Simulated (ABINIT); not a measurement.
Planning a run of ABINIT 10.8.3 on SnO2 (Cassiterite). The input:

```
acell 3*1.0 Angstrom
rprim 
  4.738000000000 0.000000000000 0.000000000000
  0.000000000000 4.738000000000 0.000000000000
  0.000000000000 0.000000000000 3.186500000000
ntypat 2
znucl 50 8
natom 6
typat 1 1 2 2 2 2
xred 
  0.000000000000 0.000000000000 0.000000000000
  0.500000000000 0.500000000000 0.500000000000
  0.307100000000 0.307100000000 0.000000000000
  0.192900000000 0.807100000000 0.500000000000
  0.692900000000 0.692900000000 0.000000000000
  0.807100000000 0.192900000000 0.500000000000
pp_dirpath "pseudos"
pseudos "Sn.upf, O.upf"
ecut 42
ngkpt 2 2 4
nshiftk 1
shiftk 0 0 0
kptopt 1
chksymbreak 0
istwfk *1
occopt 1
irdwfk 1
optdriver 4
nband 143
gwcalctyp 0
ecutsigx 42
symsigma 1
nkptgw 6
kptgw 
  0.0000000000 0.0000000000 0.0000000000
  0.5000000000 0.0000000000 0.0000000000
  0.5000000000 0.5000000000 0.0000000000
  0.0000000000 0.0000000000 0.5000000000
  0.5000000000 0.0000000000 0.5000000000
  0.5000000000 0.5000000000 0.5000000000
bdgw 
  32 36
  33 36
  33 36
  33 36
  33 36
  33 36
ecuteps 10.1
irdscr 1
ppmodel 1
indata_prefix "in"
outdata_prefix "out"
tmpdata_prefix "tmp"
```

```sh
OMP_NUM_THREADS=1 mpirun -n 8 abinit run.abi > log
```

Q: Estimate wall time and host memory on 8 MPI ranks of Arm Neoverse V1, shared host.

It took 2.2 min; on shared hardware allow 65 s to 4.3 min. Peak host memory was 5.3 GiB.

[Paths, hosts, dates, memory and timing lines, banners, echoed tables and standing remarks are left out of the program output.]

[Logs are printed without paths, hosts, clocks, repeated set-up lines and the standing remarks that a program may print on its own settings, such as how far it seeks lower states.]

[Runs of the session that timed out or met a known fault of the program may be left out.]

[Hosts, paths, dates, database ids (printed as entryN), source tags and the programs' standing remarks are cut or masked in the printed files.]

[G0W0 gaps are taken among the corrected bands and points alone; a level outside them can change the order at an edge.]

[Where Ansatz stands beside ABINIT at settings called matched, ABINIT's density can come from a denser mesh and the files from another edition; pairs whose starting gaps differed by over 0.03 eV were left out, so agreement reads better than it is.]
